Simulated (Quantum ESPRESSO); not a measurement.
# Collinear magnetic orders of CoPS3 with Quantum ESPRESSO

Does CoPS3 prefer parallel or opposed moments?

Method: LDA; plane waves with GBRV 1.5 LDA potentials, no spin-orbit coupling, in Quantum ESPRESSO 7.5.

### Step 1. Starting point

Symmetry: C2/m, No. 12, monoclinic system. The conventional cell has a = 5.770 Å, b = 9.993 Å, c = 6.860 Å, α = 90.00°, β = 106.34°, γ = 90.00°. Nearest to Co lie 6 S at 2.35 to 2.36 Å. Nearest to P lie 3 S at 2.07 to 2.08 Å and 1 P at 2.16 Å. Nearest to S lie 1 P at 2.07 Å and 2 Co at 2.35 Å. S has 1 P at 2.08 Å and 2 Co at 2.36 Å nearest. Farther neighbours and most contacts between anions are not listed.

The cell comes from Materials Project 2023-11-01, a database of computed structures, and need not be the stable phase.

### Step 2. Run 1, typed as ferro ++

The signs are those of the starting moments on the seeded atoms, the atoms that are given a moment.

Contents of pw.in:

```
&CONTROL
  calculation = 'scf'
  prefix = 'pwscf'
  outdir = './tmp'
  pseudo_dir = './pseudo'
  disk_io = 'nowf'
/
&SYSTEM
  ibrav = 0
  celldm(1) = 8
  nat = 10
  ntyp = 3
  ecutwfc = 40
  ecutrho = 280
  nbnd = 56
  occupations = 'smearing'
  smearing = 'fd'
  degauss = 0.00367493
  nspin = 2
  starting_magnetization(1) = 0.1765
  starting_magnetization(2) = 0
  starting_magnetization(3) = 0
/
&ELECTRONS
  conv_thr = 2d-08
  electron_maxstep = 150
  mixing_beta = 0.3
/
ATOMIC_SPECIES
Co     58.9332 co_lda_v1.2.uspp.F.UPF
P      30.9738 p_lda_v1.5.uspp.F.UPF
S      32.0600 s_lda_v1.4.uspp.F.UPF
CELL_PARAMETERS alat
   0.6815325614355   -1.1802364824711    0.0000000000000
   0.6815325614355    1.1802364824711    0.0000000000000
  -0.4557709969944    0.0000000000000    1.5549306698146
ATOMIC_POSITIONS crystal
Co      0.3332840000    0.6667160000    0.5000000000
Co      0.6667160000    0.3332840000    0.5000000000
P       0.0556550000    0.0556550000    0.6643210000
P       0.9443450000    0.9443450000    0.3356790000
S       0.0727000000    0.4273870000    0.7173930000
S       0.5726130000    0.9273000000    0.2826070000
S       0.2811000000    0.2811000000    0.2818470000
S       0.7189000000    0.7189000000    0.7181530000
S       0.4273870000    0.0727000000    0.7173930000
S       0.9273000000    0.5726130000    0.2826070000
K_POINTS automatic
4 4 4 0 0 0
```

Launch:

```console
$ OMP_NUM_THREADS=1 mpirun -n 4 pw.x -nk 4 -in pw.in > pw.out
```

Log:

```text
Program PWSCF v.7.5 starts

     Message from routine setup:
     using ibrav=0 with symmetry is DISCOURAGED, use correct ibrav instead

     K-points division:     npool     =       4
     Subspace diagonalization in iterative solution of the eigenvalue problem:

     G-vector sticks info
     --------------------
     sticks:   dense  smooth     PW     G-vecs:    dense   smooth      PW
     Sum        2287    1303    409               101267    43675    7557

     Using Slab Decomposition

     bravais-lattice index     =            0
     lattice parameter (alat)  =       8.0000  a.u.
     unit-cell volume          =    1280.7567 (a.u.)^3
     number of atoms/cell      =           10
     number of atomic types    =            3
     number of electrons       =        80.00
     number of Kohn-Sham states=           56
     kinetic-energy cutoff     =      40.0000  Ry
     charge density cutoff     =     280.0000  Ry
     scf convergence threshold =      2.0E-08
     mixing beta               =       0.3000
     number of iterations used =            8  plain     mixing
     Exchange-correlation=  SLA  PZ   NOGX NOGC
                           (   1   1   0   0   0   0   0)

     celldm(1)=   8.000000  celldm(2)=   0.000000  celldm(3)=   0.000000
     celldm(4)=   0.000000  celldm(5)=   0.000000  celldm(6)=   0.000000

     crystal axes: (cart. coord. in units of alat)
               a(1) = (   0.681533  -1.180236   0.000000 )
               a(2) = (   0.681533   1.180236   0.000000 )
               a(3) = (  -0.455771   0.000000   1.554931 )

     reciprocal axes: (cart. coord. in units 2 pi/alat)
               b(1) = (  0.733641 -0.423644  0.215040 )
               b(2) = (  0.733641  0.423644  0.215040 )
               b(3) = ( -0.000000  0.000000  0.643115 )

     PseudoPot. # 1 for Co read from file:
     co_lda_v1.2.uspp.F.UPF
     Pseudo is Ultrasoft + core correction, Zval = 17.0
     Generated by new atomic code, or converted to UPF format
     Using radial grid of  863 points,  6 beta functions with:
                l(1) =   0
                l(2) =   0
                l(3) =   1
                l(4) =   1
                l(5) =   2
                l(6) =   2
     Q(r) pseudized with  8 coefficients,  rinner =    1.200   1.200   1.200
                                                       1.200   1.200

     PseudoPot. # 2 for P  read from file:
     p_lda_v1.5.uspp.F.UPF
     Pseudo is Ultrasoft + core correction, Zval =  5.0
     Generated by new atomic code, or converted to UPF format
     Using radial grid of  903 points,  6 beta functions with:
                l(1) =   0
                l(2) =   0
                l(3) =   1
                l(4) =   1
                l(5) =   2
                l(6) =   2
     Q(r) pseudized with  8 coefficients,  rinner =    1.300   1.300   1.300
                                                       1.300   1.300

     PseudoPot. # 3 for S  read from file:
     s_lda_v1.4.uspp.F.UPF
     Pseudo is Ultrasoft + core correction, Zval =  6.0
     Generated by new atomic code, or converted to UPF format
     Using radial grid of  907 points,  6 beta functions with:
                l(1) =   0
                l(2) =   0
                l(3) =   1
                l(4) =   1
                l(5) =   2
                l(6) =   2
     Q(r) pseudized with  8 coefficients,  rinner =    1.300   1.300   1.300
                                                       1.300   1.300

     atomic species   valence    mass     pseudopotential
     Co               17.00    58.93320     Co( 1.00)
     P                 5.00    30.97380     P ( 1.00)
     S                 6.00    32.06000     S ( 1.00)

     Starting magnetic structure
     atomic species   magnetization
     Co              0.176
     P               0.000
     S               0.000

      4 Sym. Ops., with inversion, found

   Cartesian axes

     site n.     atom                  positions (alat units)
         1        Co     tau(   1) = (   0.4536471   0.3935286   0.7774653  )
         2        Co     tau(   2) = (   0.4536471  -0.3935286   0.7774653  )
         3        P      tau(   3) = (  -0.2269169   0.0000000   1.0329731  )
         4        P      tau(   4) = (   1.1342110   0.0000000   0.5219576  )
         5        S      tau(   5) = (   0.0138587   0.4186145   1.1154964  )
         6        S      tau(   6) = (   0.8934355   0.4186145   0.4394343  )
         7        S      tau(   7) = (   0.2546999   0.0000000   0.4382525  )
         8        S      tau(   8) = (   0.6525942   0.0000000   1.1166781  )
         9        S      tau(   9) = (   0.0138587  -0.4186145   1.1154964  )
        10        S      tau(  10) = (   0.8934355  -0.4186145   0.4394343  )

     number of k points=    24  Fermi-Dirac smearing, width (Ry)=  0.0037
                       cart. coord. in units 2pi/alat
        k(    1) = (   0.0000000   0.0000000   0.0000000), wk =   0.0156250
        k(    2) = (   0.0000000   0.0000000   0.1607789), wk =   0.0312500
        k(    3) = (   0.0000000   0.0000000  -0.3215577), wk =   0.0156250
        k(    4) = (   0.1834102   0.1059110   0.0537600), wk =   0.0625000
        k(    5) = (   0.1834102   0.1059110   0.2145388), wk =   0.0625000
        [... 19 further k-points ...]

     Dense  grid:   101267 G-vectors     FFT dimensions: (  60,  60,  72)

     Smooth grid:    43675 G-vectors     FFT dimensions: (  45,  45,  54)

     Check: negative core charge=   -0.000011
     Generating pointlists ...
     new r_m :   0.2290 (alat units)  1.8320 (a.u.) for type    1
     new r_m :   0.2021 (alat units)  1.6167 (a.u.) for type    2
     new r_m :   0.2021 (alat units)  1.6167 (a.u.) for type    3

     Initial potential from superposition of free atoms

     starting charge      77.9995, renormalised to      80.0000
     Starting wfcs are   58 randomized atomic wfcs

     Self-consistent Calculation

     iteration #  1     ecut=    40.00 Ry     beta= 0.30
     Davidson diagonalization with overlap
     ethr =  1.00E-02,  avg # of iterations =  6.0

     total energy              =    -770.47559619 Ry
     estimated scf accuracy    <       5.71871738 Ry

     total magnetization       =     6.50 Bohr mag/cell
     absolute magnetization    =     6.69 Bohr mag/cell

     iteration #  2     ecut=    40.00 Ry     beta= 0.30
     Davidson diagonalization with overlap
     ethr =  7.15E-03,  avg # of iterations =  2.2

     total energy              =    -771.54853791 Ry
     estimated scf accuracy    <      15.50036783 Ry

     total magnetization       =     0.91 Bohr mag/cell
     absolute magnetization    =     1.20 Bohr mag/cell

     iteration #  3     ecut=    40.00 Ry     beta= 0.30
     Davidson diagonalization with overlap
     ethr =  7.15E-03,  avg # of iterations =  1.7

     total energy              =    -772.40130588 Ry
     estimated scf accuracy    <       0.60135189 Ry

     total magnetization       =     2.56 Bohr mag/cell
     absolute magnetization    =     2.96 Bohr mag/cell

     [... further iterations left out ...]

     iteration # 27     ecut=    40.00 Ry     beta= 0.30
     Davidson diagonalization with overlap
     ethr =  2.96E-09,  avg # of iterations =  3.1

     total energy              =    -772.54629649 Ry
     estimated scf accuracy    <       0.00000026 Ry

     total magnetization       =     0.02 Bohr mag/cell
     absolute magnetization    =     0.02 Bohr mag/cell

     iteration # 28     ecut=    40.00 Ry     beta= 0.30
     Davidson diagonalization with overlap
     ethr =  3.20E-10,  avg # of iterations =  5.5

     total energy              =    -772.54630070 Ry
     estimated scf accuracy    <       0.00000012 Ry

     total magnetization       =    -0.00 Bohr mag/cell
     absolute magnetization    =     0.00 Bohr mag/cell

     iteration # 29     ecut=    40.00 Ry     beta= 0.30
     Davidson diagonalization with overlap
     ethr =  1.47E-10,  avg # of iterations =  1.8

     total energy              =    -772.54630067 Ry
     estimated scf accuracy    <       0.00000003 Ry

     total magnetization       =    -0.00 Bohr mag/cell
     absolute magnetization    =     0.00 Bohr mag/cell

     iteration # 30     ecut=    40.00 Ry     beta= 0.30
     Davidson diagonalization with overlap
     ethr =  3.21E-11,  avg # of iterations =  4.9

     Magnetic moment per site  (integrated on atomic sphere of radius R)
     atom   1 (R=0.229)  charge= 15.2886  magn= -0.0002
     atom   2 (R=0.229)  charge= 15.2886  magn= -0.0002
     atom   3 (R=0.202)  charge=  2.1576  magn= -0.0000
     atom   4 (R=0.202)  charge=  2.1576  magn= -0.0000
     atom   5 (R=0.202)  charge=  3.1049  magn= -0.0000
     atom   6 (R=0.202)  charge=  3.1049  magn= -0.0000
     atom   7 (R=0.202)  charge=  3.1036  magn= -0.0000
     atom   8 (R=0.202)  charge=  3.1036  magn= -0.0000
     atom   9 (R=0.202)  charge=  3.1049  magn= -0.0000
     atom  10 (R=0.202)  charge=  3.1049  magn= -0.0000

     End of self-consistent calculation

     [... lines left out ...]
     the Fermi energy is     7.3324 ev

!    total energy              =    -772.54630075 Ry
     estimated scf accuracy    <          3.3E-09 Ry
     smearing contrib. (-TS)   =      -0.00357328 Ry
     internal energy E=F+TS    =    -772.54272747 Ry

     The total energy is F=E-TS. E is the sum of the following terms:
     one-electron contribution =    -717.22657680 Ry
     hartree contribution      =     389.90274393 Ry
     xc contribution           =    -126.90657957 Ry
     ewald contribution        =    -318.31231503 Ry

     total magnetization       =    -0.00 Bohr mag/cell
     absolute magnetization    =     0.00 Bohr mag/cell

     convergence has been achieved in  30 iterations

=------------------------------------------------------------------------------=
   JOB DONE.
=------------------------------------------------------------------------------=
```

Wall time 4.7 min (4 MPI ranks of Arm Neoverse V1, shared host); peak memory 1.1 GiB.

Spin moment in the atom's sphere by atom:

```
atom  spin moment in the atom's sphere (μB)
 Co1                                -0.0002
 Co2                                -0.0002
  P3                                 0.0000
  P4                                 0.0000
  S5                                 0.0000
  S6                                 0.0000
  S7                                 0.0000
  S8                                 0.0000
  S9                                 0.0000
 S10                                 0.0000
```

Read from the output:

```yaml
smearing_term_ts: 0.04862 eV
magnetization: 0 μB
absolute_magnetization: 0 μB
final_state: non-magnetic
```

[end of part 1 of 2]

[Logs and program files are shortened in this print: banners, set-up blocks, solver, clock and traceback lines can be left out without a mark of their own.]

[Logs are printed without paths, hosts, clocks, repeated set-up lines and the standing remarks that a program may print on its own settings, such as how far it seeks lower states.]

[Hosts, paths, dates, database ids (printed as entryN), source tags and the programs' standing remarks are cut or masked in the printed files.]

[Where a cell is said to come from a database of computed structures, the database is the Materials Project.]
